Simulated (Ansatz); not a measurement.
# Al5AgS8 (F-43m):V_S (site 2), thermodynamic levels from a 56-atom cell, part 2 of 2

Aim: at which Fermi levels does V_S (site 2) in Al5AgS8 (F-43m) change its charge? The model is a cell of 56 host atoms with 1 S taken out.

Ansatz; place-levels on PBEsol runs: charge-transition levels and formation energies with image-charge correction and potential alignment at the atomic sites.

So far. Step 3 (Placing the levels, PBEsol): Under PBEsol the gap is 1.34 eV, (+2/+1) 0.72, (+1/0) 0.07, (0/−1) 1.41 (outside the gap) (with band filling) eV; the steps are inverted, so the lowest state changes at (+2/0) 0.39 eV.

### Step 5. Placing the levels, r2SCAN

Level of this step: place-levels on r2SCAN runs: charge-transition levels and formation energies with image-charge correction and potential alignment at the atomic sites (Ansatz).

r2SCAN on the same structure is run to see how far the result rests on the functional, though not on the errors that semilocal functionals share; the sampling changes too, to one point at (¼, ¼, ¼), so differences hold both changes.

Input file qm1_M1.r2scan/input.yaml:

```yaml
crystal:
  checkpoint: "../qm1_M1.relax.run"
  host: checkpoint
total_charge: -1
basis:
  ecutwfc: 500
  xc_grid: 2
hamiltonian:
  xc: r2scan
kpoints:
  mp_grid: { grid: [1, 1, 1], shift: [0.25, 0.25, 0.25] }
magnetization:
  spin_polarized: true
  initial_magnetization: 1
  spin_locking: { lock_magnetization: hard }
scf:
  occupations: { method: fermi_dirac, width: 0.01 }
  max_iter: 60
output:
  forces: true
  eigenvalues: true
  charged_corrections:
    epsilon: 6.85
    static_epsilon: 11.47
    defect_position: [0.613853, 0.113853, 0.613853]
checkpoint:
  write: "../qm1_M1.r2scan.run"
  compress: false
  write_wavefunctions: false
  write_every: 100000
```

Run time: 76 s. Hardware: 4 threads of Arm Neoverse V1, shared host; peak memory 3.3 GiB; 4.9 min of CPU time.

Input file levels.r2scan.yaml:

```yaml
host:
  run: host.r2scan.run
  levels_from: { run: edges.r2scan.run }
states: [qm1_M1.r2scan.run, q0.r2scan.run, qp1_M1.r2scan.run, qp2.r2scan.run]
geometry_from:
  qm1_M1.r2scan.run: qm1_M1.relax.run
  q0.r2scan.run: q0.relax.run
  qp1_M1.r2scan.run: qp1_M1.relax.run
  qp2.r2scan.run: qp2.relax.run
  host.r2scan.run: host.relax.run
chemical_potentials:
  S:
    energy: -905.805179
    dataset: "<sha256 of the dataset>"
```

Run with:

```
ansatz place-levels levels.r2scan.yaml -- --threads 4 --pin off --max-ram 7536MiB
```

Numbers of over 12 decimals in the logs are rounded to 6 here.

Output:

```text
[...]
formation energy of charge +2: +1.353 eV with the Fermi level at the valence edge
formation energy of charge +1: +2.011 eV with the Fermi level at the valence edge
formation energy of charge 0: +2.332 eV with the Fermi level at the valence edge
formation energy of charge -1: +4.380 eV with the Fermi level at the valence edge
  edges by r2scan of host.levels_from (edges.r2scan.run), its mesh sampled to repeats of 35.61 Å (the valence edge +0.062 eV and the conduction edge -0.314 eV from those of the host's own run), gap 1.891 eV; the host is sampled to repeats of 14.24 Å
[... the lines on each state left out ...]
```

Run time: 0.27 s. Hardware: 4 threads.

Under r2SCAN the gap is 1.89 eV, (+2/+1) 0.66, (+1/0) 0.32, (0/−1) 2.05 (outside the gap) (with band filling) eV; the steps are inverted, so the lowest state changes at (+2/0) 0.49 eV.

### Step 6. Another choice

In this try the input is made faulty on purpose, to show what that does.

Another version of the file is tried.

levels.try0.yaml is levels.point.yaml with these lines changed:

```diff
-states: [qm1_M1.point.run, q0.point.run, qp1_M1.point.run, qp2.point.run]
+states: [qm1_M1.relax.run, q0.point.run, qp1_M1.point.run, qp2.point.run]
-  qm1_M1.point.run: qm1_M1.relax.run
```

Run with:

```
ansatz place-levels levels.try0.yaml -- --threads 4 --pin off --max-ram 7536MiB
```

Output:

```text
Error: states: the states of charge -1 and +0 were not made alike: the mesh or its shifts (kpoints.further_shifts), scf.occupations
```

The change: a state from another k-mesh.

No levels were formed: the file was rejected.

### Step 7. Another choice

The levels are placed again with one choice changed, to see how much they rest on it.

levels.try1.yaml is levels.point.yaml with these lines changed:

```diff
-epsilon: 6.85
-static_epsilon: 11.47
+epsilon: 1.0001
+static_epsilon: 1.0001
```

Run with:

```
ansatz place-levels levels.try1.yaml -- --threads 4 --pin off --max-ram 7536MiB
```

Output:

```text
(+2/+1) 1.009 eV beneath the valence edge (-2.778 eV without the band-filling correction), in the valence band
(+1/0) 0.601 eV beneath the valence edge (-1.103 eV without the band-filling correction), in the valence band
[...]
formation energy of charge +2: +3.906 eV with the Fermi level at the valence edge
formation energy of charge +1: +2.897 eV with the Fermi level at the valence edge
formation energy of charge 0: +2.296 eV with the Fermi level at the valence edge
formation energy of charge -1: +3.705 eV with the Fermi level at the valence edge
vertical -1 to 0: no energy, since no alignment is typed
vertical +1 to 0: no energy, since no alignment is typed
vertical +2 to 0: no energy, since no alignment is typed
[...]
[... the lines on each state left out ...]
```

The change: no screening of the image charge.

Levels in eV above the valence top; the changed ones are not the defect's:

```
           gap (eV)  (+2/+1)  (+1/0)  (0/−1)
  changed      1.34    -1.01   -0.60    1.41
as set up      1.34     0.72    0.07    1.41
```

The largest shift is 1.73 eV, band-filling terms included.

### Step 8. The ladder

Levels between neighbouring charges, in eV above each run's own valence top:

```
                                        gap (eV)  (+2/+1)  (+1/0)  (0/−1)  CPU time a state at this stage (restarts are quicker than cold starts)
            PBEsol, 2×2×2 shifted mesh      1.34     0.72    0.07    1.41                                                                 7.3 min
r2SCAN on PBEsol structures, (¼, ¼, ¼)      1.89     0.66    0.32    2.05                                                                 3.4 min
```

### Step 9. Outcome

```yaml
gap_of_the_host: 1.34 eV (PBEsol)
level_plus_2_plus_1: 0.72 eV above the valence top, not a change between lowest states
level_plus_1_over_0: 0.07 eV above the valence top, not a change between lowest states
level_0_minus_1: 1.41 eV above the valence top, past the conduction bottom (1.94 eV above the valence top without the band-filling term)
level_plus_2_over_0: 0.39 eV above the valence top
lowest_of_the_charges_placed_just_above_the_valence_top_0p02_ev: +2
lowest_of_the_charges_placed_just_below_the_conduction_bottom_0p02_ev: 0
lowest_formation_energy_at_mid_gap_of_the_charges_run_elemental_references: 2.30 eV
```

**Reading.** Of the charges placed (−1, 0, +1 and +2), the lowest changes at 0.39 eV (+2/0) above the valence top, in a gap of 1.34 eV. (+2/0) passes over charge +1, which lies 0.33 eV above the two there; a lower structure or spin state of it, if missed, would change that. Charges above +2 were not placed, so these runs say nothing of levels that involve them. States placed: +2 at 0 μB; +1 at 1 μB; 0 at 0 μB; −1 at 1 μB. Other spin states or structures, where not listed, weren't placed. The program finds carriers beyond a band edge of the host and adds a band-filling term at charge −1 (-0.54 eV); steps to such a charge show no bound level, and a defect level inside a band would be read the same way. Going from one point at (¼, ¼, ¼) to a 2×2×2 shifted mesh moves the levels that carry no band-filling term by up to 0.01 eV and formation energies against the elements by up to 0.08 eV; band-filling terms, which differ between samplings, are in these energies. What this leaves open: PBEsol makes the gap too small and tends to spread out bound carriers; spin–orbit coupling, which can matter with heavy atoms, is left out; force components of up to 0.21 eV/Å remain in a run at the final settings.

[Logs are printed without paths, hosts, clocks, repeated set-up lines and the standing remarks that a program may print on its own settings, such as how far it seeks lower states.]

[Hosts, paths, dates, database ids (printed as entryN), source tags and the programs' standing remarks are cut or masked in the printed files.]

[Where a table of states has a column of steps, it counts the stored structures, which are thinned; the runs took as many ionic steps or more.]

[A defect's name tells the site on which it was built; relaxed atoms can leave that site.]

[For some hosts the program warned that the k-mesh of the response run may be too coarse for force constants and the static dielectric constant; such warnings are not shown here.]
